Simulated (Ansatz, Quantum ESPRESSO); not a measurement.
# SrLiH3 (Pm-3m): third-order response, part 2 of 3

Aim: Raman and infrared lines of SrLiH3 (Pm-3m).

Quantum ESPRESSO 8.0 development, patched; DFT LDA, scalar-relativistic, plane waves, PseudoDojo norm-conserving pseudopotentials.

So far. Step 2 (A first look): A gap of 1.6 eV opens on this mesh, so the crystal is taken as an insulator; the start stands at -1.3 GPa. Step 4 (Ground state): The cell stands at -0.049 GPa, close enough for phonons. The relaxed cell has a = 4.540 Å (conventional setting).

## Step 5: Linear response at Γ

At q = 0 one unit cell holds all displacements; symmetry groups them into irreducible representations that are solved one by one. The response to a field gives ε∞ and the Born charges, which polar modes need. Third-order response adds the Raman tensors.

Contents of ph.in:

```
phonons
&INPUTPH
  prefix = 'x'
  outdir = './tmp'
  fildyn = 'g.dyn'
  tr2_ph = 1.0d-18
  epsil  = .true.
  lraman = .true.
  elop   = .true.
/
0.000000000000 0.000000000000 0.000000000000
```

Command:

```bash
OMP_NUM_THREADS=1 mpirun -n 4 ph.x -nk 4 -in ph.in > ph.out
```

Output:

```text
[banners, grids, parts of the stress and lines that vanish by symmetry left out]
[banner, memory and clock lines left out]
Program PHONON v.8.0dev

[...]
(   1q-points):
[...]
Exchange-correlation= PW
                           (   1   4   0   0   0   0   0)
[...]
kinetic-energy cut-off    =      66.0000  Ry
     charge density cut-off    =     264.0000  Ry
     convergence threshold     =      1.0E-18
[...]
Exchange-correlation= PW
                           (   1   4   0   0   0   0   0)
[...]
q = (   0.0000000   0.0000000   0.0000000 )
     49 Sym.Ops. (with q -> -q+G )
     G cutoff =  492.1609  (  45817 G-vectors)     FFT grid: ( 45, 45, 45)
     number of k points=    20
[...]
Mode symmetry, O_h (m-3m)  point group:
[...]
Dielectric constant
[...]
End of electric fields calculation
          Dielectric constant in cartesian axis
          (       4.036317186       0.000000000       0.000000000 )
          (       0.000000000       4.036317186       0.000000000 )
          (       0.000000000       0.000000000       4.036317186 )
          Effective charges (d Force / dE) in cartesian axis without acoustic sum rule applied (asr)
           atom    1  Li    Mean Z*:        1.43470
      Ex  (        1.43470        0.00000        0.00000 )
      Ey  (        0.00000        1.43470        0.00000 )
      Ez  (        0.00000        0.00000        1.43470 )
           atom    2  Sr    Mean Z*:        1.59415
      Ex  (        1.59415        0.00000        0.00000 )
      Ey  (        0.00000        1.59415        0.00000 )
      Ez  (        0.00000        0.00000        1.59415 )
           atom    3  H     Mean Z*:       -1.00941
      Ex  (       -0.94182        0.00000        0.00000 )
      Ey  (        0.00000       -1.04321        0.00000 )
      Ez  (        0.00000        0.00000       -1.04321 )
           atom    4  H     Mean Z*:       -1.00941
      Ex  (       -1.04321        0.00000        0.00000 )
      Ey  (        0.00000       -0.94182        0.00000 )
      Ez  (        0.00000        0.00000       -1.04321 )
           atom    5  H     Mean Z*:       -1.00941
      Ex  (       -1.04321        0.00000        0.00000 )
      Ey  (        0.00000       -1.04321        0.00000 )
      Ez  (        0.00000        0.00000       -0.94182 )
          Effective charges Sum: Mean:        0.00062
[...]
Effective charges (d Force / dE) in cartesian axis with asr applied:
           atom    1  Li    Mean Z*:        1.43458
[...]
atom    2  Sr    Mean Z*:        1.59403
[...]
atom    3  H     Mean Z*:       -1.00954
[...]
atom    4  H     Mean Z*:       -1.00954
[...]
atom    5  H     Mean Z*:       -1.00954
[...]
Dielectric constant from finite-differences
          (       4.036230499       0.000000000       0.000000000 )
          (       0.000000000       4.036230499       0.000000000 )
          (       0.000000000       0.000000000       4.036230499 )
[...]
(       0.000000000       0.000000000       0.000000000 )
          (       0.000000000       0.000000000       0.000000000 )
          (       0.000000000       0.000000000       0.000000000 )
          (       0.000000000       0.000000000       0.000000000 )
          (       0.000000000       0.000000000       0.000000000 )
          (       0.000000000       0.000000000       0.000000000 )
          (       0.000000000       0.000000000       0.000000000 )
          (      -0.000000000       0.000000000       0.000000000 )
[...]
(       0.000000000       0.000000000       0.000000000 )
          (       0.000000000       0.000000000       0.000000000 )
          (       0.000000000      -0.000000000       0.000000000 )
          (      -0.000000000       0.000000000       0.000000000 )
          (       0.000000000       0.000000000       0.000000000 )
[...]
Representation #   1 modes #   1   2   3
[...]
End of self-consistent calculation
     Convergence has been achieved
     Representation #   2 modes #   4   5   6
[...]
End of self-consistent calculation
     Convergence has been achieved
     Representation #   3 modes #   7   8   9
[...]
End of self-consistent calculation
     Convergence has been achieved
     Representation #   4 modes #  10  11  12
[...]
End of self-consistent calculation
     Convergence has been achieved
     Representation #   5 modes #  13  14  15
[...]
End of self-consistent calculation
     Convergence has been achieved
[...]
Dielectric constant in cartesian axis
          (       4.036317186       0.000000000       0.000000000 )
          (       0.000000000       4.036317186       0.000000000 )
          (       0.000000000       0.000000000       4.036317186 )
          Effective charges (d Force / dE) in cartesian axis without acoustic sum rule applied (asr)
           atom    1  Li    Mean Z*:        1.43470
      Ex  (        1.43470        0.00000        0.00000 )
      Ey  (        0.00000        1.43470        0.00000 )
      Ez  (        0.00000        0.00000        1.43470 )
           atom    2  Sr    Mean Z*:        1.59415
      Ex  (        1.59415        0.00000        0.00000 )
      Ey  (        0.00000        1.59415        0.00000 )
      Ez  (        0.00000        0.00000        1.59415 )
           atom    3  H     Mean Z*:       -1.00941
      Ex  (       -0.94182        0.00000        0.00000 )
      Ey  (        0.00000       -1.04321        0.00000 )
      Ez  (        0.00000        0.00000       -1.04321 )
           atom    4  H     Mean Z*:       -1.00941
      Ex  (       -1.04321        0.00000        0.00000 )
      Ey  (        0.00000       -0.94182        0.00000 )
      Ez  (        0.00000        0.00000       -1.04321 )
           atom    5  H     Mean Z*:       -1.00941
      Ex  (       -1.04321        0.00000        0.00000 )
      Ey  (        0.00000       -1.04321        0.00000 )
      Ez  (        0.00000        0.00000       -0.94182 )
          Effective charges Sum: Mean:        0.00062
[...]
Effective charges (d Force / dE) in cartesian axis with asr applied:
           atom    1  Li    Mean Z*:        1.43458
[...]
atom    2  Sr    Mean Z*:        1.59403
[...]
atom    3  H     Mean Z*:       -1.00954
[...]
atom    4  H     Mean Z*:       -1.00954
[...]
atom    5  H     Mean Z*:       -1.00954
[...]
q = (    0.000000000   0.000000000   0.000000000 )
[...]
freq (    1) =     -13.492106 [THz] =    -450.048216 [cm-1]
     freq (    2) =     -13.492106 [THz] =    -450.048216 [cm-1]
     freq (    3) =     -13.492106 [THz] =    -450.048216 [cm-1]
     freq (    4) =     -13.363393 [THz] =    -445.754815 [cm-1]
     freq (    5) =     -13.363393 [THz] =    -445.754815 [cm-1]
     freq (    6) =     -13.363393 [THz] =    -445.754815 [cm-1]
     freq (    7) =      -0.022776 [THz] =      -0.759717 [cm-1]
     freq (    8) =      -0.022776 [THz] =      -0.759717 [cm-1]
     freq (    9) =      -0.022776 [THz] =      -0.759717 [cm-1]
     freq (   10) =       6.917084 [THz] =     230.729100 [cm-1]
     freq (   11) =       6.917084 [THz] =     230.729100 [cm-1]
     freq (   12) =       6.917084 [THz] =     230.729100 [cm-1]
     freq (   13) =      40.097760 [THz] =    1337.517297 [cm-1]
     freq (   14) =      40.097760 [THz] =    1337.517297 [cm-1]
     freq (   15) =      40.097760 [THz] =    1337.517297 [cm-1]
[...]
Mode symmetry, O_h (m-3m)  point group:
     freq (   1-   3) =       -450.0  [cm-1]   --> T_2u G_25  G_5-
     freq (   4-   6) =       -445.8  [cm-1]   --> T_1u G_15  G_4- I
     freq (   7-   9) =         -0.8  [cm-1]   --> T_1u G_15  G_4- I
     freq (  10-  12) =        230.7  [cm-1]   --> T_1u G_15  G_4- I
     freq (  13-  15) =       1337.5  [cm-1]   --> T_1u G_15  G_4- I
```

Elapsed: 5.4 min, on 4 MPI ranks of Arm Neoverse V2, shared host; 21 min of CPU time.

Read from the output:

```
miss of the charge sum rule                                       : 6.10e-4 e
largest acoustic frequency at the zone centre before the sum rule : -0.76 cm⁻¹
highest optical zone-centre mode (no LO-TO term)                  : 1338 cm⁻¹
lowest optical zone-centre mode                                   : -450.1 cm⁻¹
mean high-frequency dielectric constant                           : 4.036
largest Born charge in size (third of the trace)                  : 1.594 e
```

Born charge (rows field, columns displacement), before the sum rule (e), principal values of the symmetric part by kind of site:

| atom | atoms with these values | low | middle | high | mean |
| --- | --- | --- | --- | --- | --- |
| Li1 | 1 | 1.43 | 1.43 | 1.43 | 1.43 |
| Sr2 | 1 | 1.59 | 1.59 | 1.59 | 1.59 |
| H3 | 3 | -1.04 | -1.04 | -0.94 | -1.01 |

In full for Sr2:

```
1.59 0.00 0.00
0.00 1.59 0.00
0.00 0.00 1.59
```

High-frequency dielectric tensor:

```
4.04 0.00 0.00
0.00 4.04 0.00
0.00 0.00 4.04
```

The acoustic modes at Γ come out as far as 0.8 cm⁻¹ from zero, where they should vanish, a small numerical error; the Born charges miss their sum rule by 6.1e-4 e, which is good. The lowest optical mode is imaginary, 450i cm⁻¹, an instability at this level and on this k mesh.

## Step 6: Zone-centre analysis

A rigid shift of the crystal must cost nothing, but grids and finite bases break this; the acoustic sum rule is imposed before the matrix is diagonalised again. With Born charges the intensities follow; a static dielectric tensor has no meaning with imaginary modes.

Contents of dynmat.in:

```
&INPUT
  fildyn = 'g.dyn'
  asr    = 'simple'
  fileig = 'dynmat.eig'
  lperm  = .true.
/
```

Command:

```bash
dynmat.x -in dynmat.in > dynmat.out
```

Output:

```text
[banner, memory and clock lines left out]
Program DYNMAT v.8.0dev

     Reading Dynamical Matrix from file g.dyn
     ...Force constants read
     ...epsilon and Z* read
     ...Raman cross sections read
     A direction for q was not specified:TO-LO splitting will be absent

     Polarizability (A^3 units)
     multiply by 0.496992 for Clausius-Mossotti correction (not under assume_isolated = 'mt')
        22.606588    0.000000    0.000000
         0.000000   22.606588    0.000000
         0.000000    0.000000   22.606588

     IR activities are in (D/A)^2/amu units

# mode   [cm-1]    [THz]      IR
    1   -450.04  -13.4918    0.0000
    2   -450.04  -13.4918    0.0000
    3   -450.04  -13.4918    0.0000
    4   -445.74  -13.3631   55.3366
    5   -445.74  -13.3631   55.3366
    6   -445.74  -13.3631   55.3366
    7     -0.00   -0.0000    0.0000
    8      0.00    0.0000    0.0000
    9      0.00    0.0000    0.0000
   10    230.75    6.9177    3.0845
   11    230.75    6.9177    3.0845
   12    230.75    6.9177    3.0845
   13   1337.52   40.0979   19.2261
   14   1337.52   40.0979   19.2261
   15   1337.52   40.0979   19.2261

Electronic dielectric permittivity tensor (relative, adimensional)
         4.036317    0.000000    0.000000
         0.000000    4.036317    0.000000
         0.000000    0.000000    4.036317

 ... with zone-center polar mode contributions
         5.601872   -0.000000   -0.000000
        -0.000000    5.601872   -0.000000
        -0.000000   -0.000000    5.601872

[end of the log left out, with the tail of the file of modes that dynmat.x writes under the same name]
```

The job ended after 0.51 s (1 thread).

Read from the output:

```yaml
lowest_optical_zone_centre_mode: -450.0 cm⁻¹
```

Unit eigenvectors of the mass-weighted matrix after the sum rule; no LO-TO term. Modes at Γ, with each element's share of the kinetic energy (negative means imaginary):

| mode | frequency (cm⁻¹) | Li % | Sr % | H % |
| --- | --- | --- | --- | --- |
| 1 | -450.0 | 0 | 0 | 100 |
| 2 | -450.0 | 0 | 0 | 100 |
| 3 | -450.0 | 0 | 0 | 100 |
| 4 | -445.7 | 29 | 0 | 71 |
| 5 | -445.7 | 29 | 0 | 71 |
| 6 | -445.7 | 29 | 0 | 71 |
| 7 | 0.0 | 7 | 90 | 3 |
| 8 | 0.0 | 7 | 90 | 3 |
| 9 | 0.0 | 7 | 90 | 3 |
| 10 | 230.8 | 64 | 9 | 27 |
| 11 | 230.8 | 64 | 9 | 27 |
| 12 | 230.8 | 64 | 9 | 27 |
| 13 | 1337.5 | 0 | 1 | 99 |
| 14 | 1337.5 | 0 | 1 | 99 |
| 15 | 1337.5 | 0 | 1 | 99 |

Displacements in mode 3 (-450.0 cm⁻¹), the largest set to 1:
```
Li1  0.00  0.00  0.00
Sr2  0.00  0.00  0.00
H3   0.00  0.24 -0.04
H4   1.00  0.00  0.04
H5  -1.00 -0.24  0.00
```

Displacements in mode 10 (230.8 cm⁻¹), the largest set to 1:
```
Li1  0.84 -0.31  0.00
Sr2 -0.09  0.03  0.00
H3  -0.02 -0.38  0.00
H4   1.00  0.01  0.00
H5   1.00 -0.38  0.00
```

Degenerate modes summed, no LO-TO term; imaginary modes left out. Lines of the infrared spectrum (strongest = 100):

| position (cm⁻¹) | lines merged | IR intensity, relative |
| --- | --- | --- |
| 231 | 3 | 16 |
| 1338 | 3 | 100 |

The rule moves no optical mode by more than 0.1 cm⁻¹.

## Step 7: Sum rules set otherwise (asr crystal)

The rule can be imposed in more than one way; the choices should agree where the raw error is small.

Contents of dynmat.in:

```
&INPUT
  fildyn = 'g.dyn'
  asr    = 'crystal'
  fileig = 'dynmat.eig'
  lperm  = .true.
/
```

Command:

```bash
dynmat.x -in dynmat.in > dynmat.out
```

Output:

```text
[banner, memory and clock lines left out]
Program DYNMAT v.8.0dev

     Reading Dynamical Matrix from file g.dyn
     ...Force constants read
     ...epsilon and Z* read
     ...Raman cross sections read
     Acoustic Sum Rule: || Z*(ASR) - Z*(orig)|| =    4.840558E-04
     Acoustic Sum Rule: ||dyn(ASR) - dyn(orig)||=    7.926849E-06
     A direction for q was not specified:TO-LO splitting will be absent

     Polarizability (A^3 units)
     multiply by 0.496992 for Clausius-Mossotti correction (not under assume_isolated = 'mt')
        22.606588    0.000000    0.000000
         0.000000   22.606588    0.000000
         0.000000    0.000000   22.606588

     IR activities are in (D/A)^2/amu units

# mode   [cm-1]    [THz]      IR
    1   -450.05  -13.4921    0.0000
    2   -450.05  -13.4921    0.0000
    3   -450.05  -13.4921    0.0000
    4   -445.76  -13.3635   55.3362
    5   -445.76  -13.3635   55.3362
    6   -445.76  -13.3635   55.3362
    7     -0.00   -0.0000    0.0000
    8      0.00    0.0000    0.0000
    9      0.00    0.0000    0.0000
   10    230.75    6.9178    3.0849
   11    230.75    6.9178    3.0849
   12    230.75    6.9178    3.0849
   13   1337.52   40.0978   19.2261
   14   1337.52   40.0978   19.2261
   15   1337.52   40.0978   19.2261

Electronic dielectric permittivity tensor (relative, adimensional)
         4.036317    0.000000    0.000000
         0.000000    4.036317    0.000000
         0.000000    0.000000    4.036317

 ... with zone-center polar mode contributions
         5.602009    0.000000   -0.000000
         0.000000    5.602009    0.000000
        -0.000000    0.000000    5.602009

[end of the log left out, with the tail of the file of modes that dynmat.x writes under the same name]
```

Wall time 0.46 s (1 thread).

Numbers from this step:

| Property | Result |
| --- | --- |
| lowest optical zone-centre mode | -450.1 cm⁻¹ |

Zone-centre frequencies as printed; negative means imaginary. Modes:

| mode | frequency (cm⁻¹) |
| --- | --- |
| 1 | -450.1 |
| 2 | -450.1 |
| 3 | -450.1 |
| 4 | -445.8 |
| 5 | -445.8 |
| 6 | -445.8 |
| 7 | 0 |
| 8 | 0 |
| 9 | 0 |
| 10 | 230.8 |
| 11 | 230.8 |
| 12 | 230.8 |
| 13 | 1338 |
| 14 | 1338 |
| 15 | 1338 |

Against the first rule no mode moves by more than 0.1 cm⁻¹.

## Step 8: Sum rules set otherwise (asr no)

Without the rule the raw error of the acoustic modes shows.

Contents of dynmat.in:

```
&INPUT
  fildyn = 'g.dyn'
  asr    = 'no'
  fileig = 'dynmat.eig'
  lperm  = .true.
/
```

Command:

```bash
dynmat.x -in dynmat.in > dynmat.out
```

Output:

```text
[banner, memory and clock lines left out]
Program DYNMAT v.8.0dev

     Reading Dynamical Matrix from file g.dyn
     ...Force constants read
     ...epsilon and Z* read
     ...Raman cross sections read
     A direction for q was not specified:TO-LO splitting will be absent

     Polarizability (A^3 units)
     multiply by 0.496992 for Clausius-Mossotti correction (not under assume_isolated = 'mt')
        22.606588    0.000000    0.000000
         0.000000   22.606588    0.000000
         0.000000    0.000000   22.606588

     IR activities are in (D/A)^2/amu units

# mode   [cm-1]    [THz]      IR
    1   -450.05  -13.4921    0.0000
    2   -450.05  -13.4921    0.0000
    3   -450.05  -13.4921    0.0000
    4   -445.75  -13.3634   55.3276
    5   -445.75  -13.3634   55.3276
    6   -445.75  -13.3634   55.3276
    7     -0.76   -0.0227    0.0000
    8     -0.76   -0.0227    0.0000
    9     -0.76   -0.0227    0.0000
   10    230.73    6.9171    3.0825
   11    230.73    6.9171    3.0825
   12    230.73    6.9171    3.0825
   13   1337.52   40.0978   19.2211
   14   1337.52   40.0978   19.2211
   15   1337.52   40.0978   19.2211

Electronic dielectric permittivity tensor (relative, adimensional)
         4.036317    0.000000    0.000000
         0.000000    4.036317    0.000000
         0.000000    0.000000    4.036317

 ... with zone-center polar mode contributions
         5.601188    0.000000   -0.000000
         0.000000    5.601188    0.000000
        -0.000000    0.000000    5.601188

[end of the log left out, with the tail of the file of modes that dynmat.x writes under the same name]
```

It took 0.46 s on 1 thread.

Zone-centre frequencies as printed; negative means imaginary. Modes:

| mode | frequency (cm⁻¹) |
| --- | --- |
| 1 | -450.1 |
| 2 | -450.1 |
| 3 | -450.1 |
| 4 | -445.8 |
| 5 | -445.8 |
| 6 | -445.8 |
| 7 | -0.76 |
| 8 | -0.76 |
| 9 | -0.76 |
| 10 | 230.7 |
| 11 | 230.7 |
| 12 | 230.7 |
| 13 | 1338 |
| 14 | 1338 |
| 15 | 1338 |

Against the first rule no mode moves by more than 0.8 cm⁻¹.

## Step 9: The LO-TO splitting (1 0 0)

A longitudinal polar mode sets up a macroscopic field that stiffens it; the term hangs on the direction from which q goes to zero.

Contents of dynmat.in:

```
&INPUT
  fildyn = 'g.dyn'
  asr    = 'simple'
  fileig = 'dynmat.eig'
  q(1)   = 1.0
  q(2)   = 0.0
  q(3)   = 0.0
/
```

Command:

```bash
dynmat.x -in dynmat.in > dynmat.out
```

Output:

```text
[banner, memory and clock lines left out]
Program DYNMAT v.8.0dev

     Reading Dynamical Matrix from file g.dyn
     ...Force constants read
     ...epsilon and Z* read
     ...Raman cross sections read

     Polarizability (A^3 units)
     multiply by 0.496992 for Clausius-Mossotti correction (not under assume_isolated = 'mt')
        22.606588    0.000000    0.000000
         0.000000   22.606588    0.000000
         0.000000    0.000000   22.606588

     IR activities are in (D/A)^2/amu units

# mode   [cm-1]    [THz]      IR
    1   -450.04  -13.4918    0.0000
    2   -450.04  -13.4918    0.0000
    3   -450.04  -13.4918    0.0000
    4   -445.74  -13.3631   55.3366
    5   -445.74  -13.3631   55.3366
    6     -0.00   -0.0000    0.0000
    7      0.00    0.0000    0.0000
    8      0.00    0.0000    0.0000
    9    109.52    3.2832   10.2277
   10    230.75    6.9177    3.0845
   11    230.75    6.9177    3.0845
   12    390.24   11.6990   40.6706
   13   1337.52   40.0979   19.2261
   14   1337.52   40.0979   19.2261
   15   1384.84   41.5163   26.7490

[end of the log left out, with the tail of the file of modes that dynmat.x writes under the same name]
```

Elapsed: 0.46 s, on 1 thread.

Numbers from this step:

```yaml
highest_mode_moved_by_the_lo_to_term: 1385 cm⁻¹
```

Zone-centre frequencies as printed; negative means imaginary. Modes:

| mode | frequency (cm⁻¹) |
| --- | --- |
| 1 | -450 |
| 2 | -450 |
| 3 | -450 |
| 4 | -445.7 |
| 5 | -445.7 |
| 6 | 0 |
| 7 | 0 |
| 8 | 0 |
| 9 | 109.5 |
| 10 | 230.8 |
| 11 | 230.8 |
| 12 | 390.2 |
| 13 | 1338 |
| 14 | 1338 |
| 15 | 1385 |

The field moves 3 modes; the highest of them now lies at 1385 cm⁻¹, where the highest that moved away lay at 1338.

[end of part 2 of 3]

[Host names and launcher messages were left out of these logs when they were recorded.]

[Logs are printed without paths, hosts, clocks, repeated set-up lines and the standing remarks that a program may print on its own settings, such as how far it seeks lower states.]

[Hosts, paths, dates, database ids (printed as entryN), source tags and the programs' standing remarks are cut or masked in the printed files.]
